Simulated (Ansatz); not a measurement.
# Phonons of La2O3 (P-3m1) against volume, part 2 of 2

Wanted: Grüneisen parameters and pressure coefficients of the modes of La2O3 (P-3m1).

Ansatz 0.2.0; DFT PBE, scalar-relativistic, plane waves, PAW; PAW set soft_1.

So far, pressure (GPa): step 2 (bringing the structure to rest) 0.00301; step 3 (tight relaxation) 0.00302; step 5 (a member of the series: 1.06 times the volume at rest) -5.67.

### Step 6. Modes of this member: 1.06 times the volume at rest

The zone-centre modes follow for 1.06 times the volume at rest, with the response to a field.

input.yaml reads:

```yaml
crystal:
  lattice:
    - [3.9887937734, 0.0, 0.0]
    - [-1.9943968867, 3.4543967383, 0.0]
    - [0.0, 0.0, 6.4015332032]
  atoms:
    - { symbol: O, position: [0.6666666667, 0.3333333333, 0.3563309886] }
    - { symbol: O, position: [0.3333333333, 0.6666666667, 0.6436690114] }
    - { symbol: O, position: [0.0, 0.0, 0.0] }
    - { symbol: La, position: [0.6666666667, 0.3333333333, 0.748690099] }
    - { symbol: La, position: [0.3333333333, 0.6666666667, 0.251309901] }
kpoints:
  mp_grid: { grid: [9, 9, 4] }
hamiltonian:
  xc: pbe
  pseudopotentials: { kind: paw, azcp: { folder: soft_1 } }
scf:
  occupations: { method: fixed }
output:
  eigenvalues: true
phonons:
  method: dfpt
  dielectric: true
  rigid_motions: translations
```

Run with:

```console
> ansatz run input.yaml --threads 4 --pin off --max-ram 16384MiB --backend cpu --events-out ev --progress --plain --runs-dir out
```

Run time: 53 s. Hardware: 4 threads of Intel Xeon 6975P-C (Granite Rapids), shared host; peak memory 1.5 GiB; 3.3 min of CPU time.

Numbers from this step:

| Quantity | Value |
| --- | --- |
| sum-rule residual before enforcement | 1.55e-4 eV/Å² |
| miss of the charge sum rule | 6.99e-4 e |
| estimated error of the dielectric tensor | 0.01314 |
| estimated error of the Born charges | 0.01399 e |
| highest optical mode at the zone centre (no LO-TO term) | 402.3 cm⁻¹ |
| lowest optical zone-centre mode | 87.62 cm⁻¹ |
| mean high-frequency dielectric constant | 4.710 |
| largest Born charge (third of the trace) | 4.040 e |
| mean static dielectric constant | 50.27 |
| top of the zone-centre spectrum with the field | 509.1 cm⁻¹ |

Without the LO-TO term. Patterns of degenerate modes are one choice out of their space. Modes at Γ, with each element's share of the kinetic energy:

| mode | frequency (cm⁻¹) | symmetry | O % | La % |
| --- | --- | --- | --- | --- |
| 1 | 0.0 | acoustic | 15 | 85 |
| 2 | 0.0 | acoustic | 15 | 85 |
| 3 | 0.0 | acoustic | 15 | 85 |
| 4 | 87.6 | Eg | 1 | 99 |
| 5 | 87.6 | Eg | 1 | 99 |
| 6 | 111.1 | Eu | 91 | 9 |
| 7 | 111.1 | Eu | 91 | 9 |
| 8 | 130.8 | A2u | 87 | 13 |
| 9 | 160.3 | A1g | 9 | 91 |
| 10 | 313.1 | Eu | 94 | 6 |
| 11 | 313.1 | Eu | 94 | 6 |
| 12 | 350.3 | Eg | 99 | 1 |
| 13 | 350.3 | Eg | 99 | 1 |
| 14 | 365.8 | A1g | 91 | 9 |
| 15 | 402.3 | A2u | 99 | 1 |

Transverse modes. Infrared lines, with heights relative to the strongest:

```csv
position (cm⁻¹),label,relative intensity
88,Eg,0.0
111,Eu,100
131,A2u,68
160,A1g,0.0
313,Eu,80
350,Eg,0.0
366,A1g,0.0
402,A2u,5.3
```

Without the LO-TO term the lowest optical mode is real, 87.6 cm⁻¹, and the highest lies at 402.3 cm⁻¹.

### Step 7. A member of the series: 0.9 times the volume at rest

The cell is set to 0.9 times the volume at rest, and shape and atoms relax at that volume.

input.yaml reads:

```yaml
crystal:
  lattice:
    - [3.8561519398, 0.0, 0.0]
    - [-1.9280759699, 3.3395255407, 0.0]
    - [0.0, 0.0, 5.815613524]
  atoms:
    - { symbol: O, position: [0.6666666667, 0.3333333333, 0.3506289682] }
    - { symbol: O, position: [0.3333333333, 0.6666666667, 0.6493710318] }
    - { symbol: O, position: [0.0, 0.0, 0.0] }
    - { symbol: La, position: [0.6666666667, 0.3333333333, 0.7590447728] }
    - { symbol: La, position: [0.3333333333, 0.6666666667, 0.2409552272] }
kpoints:
  mp_grid: { grid: [9, 9, 4] }
hamiltonian:
  xc: pbe
  pseudopotentials: { kind: paw, azcp: { folder: soft_1 } }
scf:
  occupations: { method: fixed }
output:
  forces: true
  stress: true
  eigenvalues: true
relax:
  adjacent_minimum: "off"
  f_tol: 0.001
  max_steps: 60
  cell: { stress_tol: 0.01, fix: [volume] }
```

The job ended after 8.6 s (4 threads; peak memory 0.6 GiB).

Step by step:

```
step  energy less that of the first step (eV)  largest force component (eV/Å)  pressure (GPa)  volume (Å³)
   1                                   0.0000                          0.1804           14.56        74.89
   2                                   0.0055                          0.4656           13.16        74.89
   3                                  -0.0031                          0.0077           14.05        74.89
   4                                  -0.0031                          0.0484           13.85        74.89
   5                                  -0.0035                          0.0028           13.87        74.89
   6                                  -0.0035                          0.0001           13.88        74.89
  7*                                  -0.0036                          0.0002           13.88        74.89
   8                                  -0.0036                          0.0001           13.86        74.89
  9*                                  -0.0036                          0.0001           13.86        74.89
```

Relaxation steps marked * repeat the geometry before them on a plane-wave basis chosen anew for their cell, so energy and pressure can jump there. Relaxation step 2 was tried and not accepted.

The run keeps the 12 symmetry operations that it works with, so distortions that break them were not tested.

| conventional cell, symmetrised | before | after | change |
| --- | --- | --- | --- |
| a (Å) | 3.856 | 3.873 | +0.4 % |
| b (Å) | 3.856 | 3.873 | +0.4 % |
| c (Å) | 5.816 | 5.766 | -0.9 % |
| volume (Å³/atom) | 14.98 | 14.98 | +0.0 % |

The atoms that moved most (Å, as changes of fractional coordinates times the final cell):

```csv
atom,dx,dy,dz,length
La5,0.000,0.000,-0.011,0.011
La4,0.000,0.000,0.011,0.011
O1,0.000,0.000,-0.009,0.009
O2,0.000,0.000,0.009,0.009
```

The relaxed structure:

```cif
data_structure
_symmetry_space_group_name_H-M 'P 1'
_symmetry_Int_Tables_number 1
_cell_length_a 3.8727
_cell_length_b 3.8727
_cell_length_c 5.7659
_cell_angle_alpha 90.000
_cell_angle_beta 90.000
_cell_angle_gamma 120.000
_cell_volume 74.89
loop_
_atom_site_label
_atom_site_type_symbol
_atom_site_fract_x
_atom_site_fract_y
_atom_site_fract_z
_atom_site_occupancy
O1 O 0.66667 0.33333 0.34910 1
O2 O 0.33333 0.66667 0.65090 1
O3 O 0.00000 0.00000 0.00000 1
La4 La 0.66667 0.33333 0.76094 1
La5 La 0.33333 0.66667 0.23906 1
```

This step gave:

```yaml
pressure: 13.86 GPa
gap_on_the_k_mesh: 3.872 eV
volume_per_atom: 14.98 Å³
```

The largest force component left is 0.056 meV/Å, at a pressure of 13.86 GPa.

### Step 8. Zone-centre modes of the member: 0.9 times the volume at rest

The zone-centre modes follow for 0.9 times the volume at rest, with the response to a field.

input.yaml, the sections that differ from step 7:

```yaml
crystal:
  lattice:
    - [3.8727499228, 0.0, 0.0]
    - [-1.9363749614, 3.3538998157, 0.0]
    - [0.0, 0.0, 5.7658707799]
  atoms:
    - { symbol: O, position: [0.6666666667, 0.3333333333, 0.349097453] }
    - { symbol: O, position: [0.3333333333, 0.6666666667, 0.650902547] }
    - { symbol: O, position: [0.0, 0.0, 0.0] }
    - { symbol: La, position: [0.6666666667, 0.3333333333, 0.7609407453] }
    - { symbol: La, position: [0.3333333333, 0.6666666667, 0.2390592547] }
output:
  eigenvalues: true
phonons:
  method: dfpt
  dielectric: true
  rigid_motions: translations
# kpoints, hamiltonian, scf: as in step 7
# relax: removed
```

The job ended after 49 s (4 threads; peak memory 1.3 GiB).

Numbers from this step:

```
sum-rule residual before enforcement                    : 2.95e-4 eV/Å²
miss of the charge sum rule                             : 0.001895 e
estimated error of the dielectric tensor                : 0.01289
estimated error of the Born charges                     : 0.01481 e
highest optical mode at the zone centre (no LO-TO term) : 465.8 cm⁻¹
lowest optical zone-centre mode                         : 115.9 cm⁻¹
mean high-frequency dielectric constant                 : 4.949
largest Born charge (third of the trace)                : 4.180 e
mean static dielectric constant                         : 20.64
top of the zone-centre spectrum with the field          : 586.3 cm⁻¹
```

Without the LO-TO term. Patterns of degenerate modes are one choice out of their space. Modes at Γ, with each element's share of the kinetic energy:

```csv
mode,frequency (cm⁻¹),symmetry,O %,La %
1,0.0,acoustic,15,85
2,0.0,acoustic,15,85
3,0.0,acoustic,15,85
4,115.9,Eg,3,97
5,115.9,Eg,3,97
6,214.8,A1g,2,98
7,234.8,A2u,86,14
8,252.8,Eu,90,10
9,252.8,Eu,90,10
10,400.7,Eu,95,5
11,400.7,Eu,95,5
12,409.0,A1g,98,2
13,427.2,Eg,97,3
14,427.2,Eg,97,3
15,465.8,A2u,99,1
```

Transverse modes. Lines of the infrared spectrum (strongest = 100):

| position (cm⁻¹) | label | relative intensity |
| --- | --- | --- |
| 116 | Eg | 0.0 |
| 215 | A1g | 0.0 |
| 235 | A2u | 56 |
| 253 | Eu | 100 |
| 401 | Eu | 46 |
| 409 | A1g | 0.0 |
| 427 | Eg | 0.0 |
| 466 | A2u | 5.1 |

Without the LO-TO term the lowest optical mode is real, 116 cm⁻¹, and the highest lies at 465.8 cm⁻¹.

### Step 9. The series together

The members are set side by side, also those not shown above.

Each row is one cell with its response, relaxed at fixed volume as far as symmetry leaves anything free; energies are extrapolated to zero smearing, and E0 is that at rest; the axis is the Cartesian z axis of the cell; shape and atoms are relaxed in each cell where symmetry leaves them free. State of the crystal along the series:

```
volume ratio  V (Å³/atom)  pressure (GPa)  E - E0 (meV/atom)  first cell vector (Å)  third cell vector (Å)  gap on mesh (eV)  ε∞ along the axis  ε∞ across the axis, mean  ε0 along the axis  ε0 across the axis, mean  largest Born charge in size, a third of the trace (e)  top mode with the field, highest of q along x, y and z (cm⁻¹)
         0.9        14.98           13.86              66.48                  3.873                  5.766             3.872              4.932                     4.958              21.86                     20.03                                                   4.18                                                          586.3
        0.92        15.31           10.55              41.16                  3.885                  5.858             3.886              4.873                     4.918              22.96                     21.26                                                  4.157                                                          576.1
        0.94        15.64           7.538              22.42                  3.897                  5.947             3.893              4.819                     4.885              24.33                      22.8                                                  4.135                                                          566.1
        0.96        15.98           4.792              9.671                  3.911                  6.031             3.892              4.769                     4.856              26.05                     24.75                                                  4.115                                                          556.2
        0.98        16.31           2.285              2.364                  3.925                  6.111             3.884              4.725                     4.831              28.23                     27.25                                                  4.097                                                          546.4
        0.99        16.48           1.115             0.5994                  3.933                   6.15             3.874              4.706                     4.821              29.55                     28.78                                                  4.089                                                          541.6
           1        16.64        0.003019                  0                  3.941                  6.188             3.864              4.687                     4.811              31.04                     30.55                                                  4.081                                                          536.8
        1.02        16.98           -2.07              2.185                  3.956                  6.262             3.844              4.654                     4.793              34.73                     35.07                                                  4.066                                                          527.4
        1.04        17.31          -3.955              8.473                  3.972                  6.333             3.821              4.625                     4.778              39.76                     41.62                                                  4.052                                                          518.2
        1.06        17.64          -5.666              18.49                  3.989                  6.402             3.794              4.601                     4.765              46.98                     51.91                                                   4.04                                                          509.1
```

Without the LO-TO term; each mode is tracked from rest by its pattern, and modes that stay within 0.3 cm⁻¹ of each other stand once; shape and atoms are relaxed in each cell where symmetry leaves them free. Optical modes along the series:

```csv
V (Å³/atom),mode 4 Eg (cm⁻¹),mode 6 Eu (cm⁻¹),mode 8 A2u (cm⁻¹),mode 9 A1g (cm⁻¹),mode 10 Eu (cm⁻¹),mode 12 Eg (cm⁻¹),mode 14 A1g (cm⁻¹),mode 15 A2u (cm⁻¹)
14.98,115.9,252.8,234.8,214.8,400.7,427.2,409,465.8
15.31,112,234.8,223.2,208,388.6,417.7,403.1,458
15.64,108.2,216.9,211.3,201.1,376.9,408.1,397.4,450
15.98,104.5,199.3,199,194.2,365.5,398.5,391.8,441.9
16.31,100.9,181.9,186.3,187.4,354.5,388.8,386.3,433.8
16.48,99.18,173.2,179.9,184,349.1,383.9,383.6,429.8
16.64,97.46,164.6,173.3,180.6,343.8,379,381,425.8
16.98,94.1,147.2,159.8,173.8,333.4,369.4,375.8,417.8
17.31,90.82,129.5,145.7,167,323.1,359.8,370.8,410
17.64,87.62,111.1,130.8,160.3,313.1,350.3,365.8,402.3
```

From cubic fits (parabolas where under five rows exist) of ln ω and P against ln V through the rows within about 4 % of rest: γ = −d ln ω / d ln V and dω/dP = γ ω / B. Slopes at rest:

```
       mode  fitted frequency at rest (cm⁻¹)  Grüneisen parameter γ  dω/dP (cm⁻¹/GPa)
  mode 4 Eg                             97.5                   1.75              1.57
  mode 6 Eu                            164.6                   5.27              7.97
 mode 8 A2u                            173.3                   3.83              6.11
 mode 9 A1g                            180.5                   1.89              3.13
 mode 10 Eu                            343.8                   1.54              4.86
 mode 12 Eg                              379                   1.28              4.45
mode 14 A1g                              381                   0.69              2.42
mode 15 A2u                            425.8                   0.94              3.68
```

### Step 10. Summary of results

```yaml
members: 10
highest_optical_mode_at_the_zone_centre_no_lo_to_term_at_rest: 425.8 cm⁻¹
bulk_modulus_at_rest: 109 GPa
mode_10_eu_gamma: 1.54
mode_12_eg_gamma: 1.28
mode_14_a1g_gamma: 0.69
mode_15_a2u_gamma: 0.94
```

The series spans -5.7 to 13.9 GPa, and the slope at rest gives a bulk modulus of 109 GPa. Among the modes in the table of slopes γ runs from 0.69 (mode 14 A1g) to 5.27 (mode 6 Eu). ε∞ along z is 4.69 at rest, with d ln ε∞ / d ln V = -0.38. One k mesh and one cutoff serve the ground states and modes of all volumes; the field response picks its own mesh. These are harmonic frequencies at zero temperature: anharmonic shifts, linewidths and thermal expansion are left out. Spin-orbit coupling is left out, which can matter for the heavy elements here. Only the zone centre was solved, so an instability at another wavevector cannot show here.

[Logs are printed without paths, hosts, clocks, repeated set-up lines and the standing remarks that a program may print on its own settings, such as how far it seeks lower states.]

[Hosts, paths, dates, database ids (printed as entryN), source tags and the programs' standing remarks are cut or masked in the printed files.]
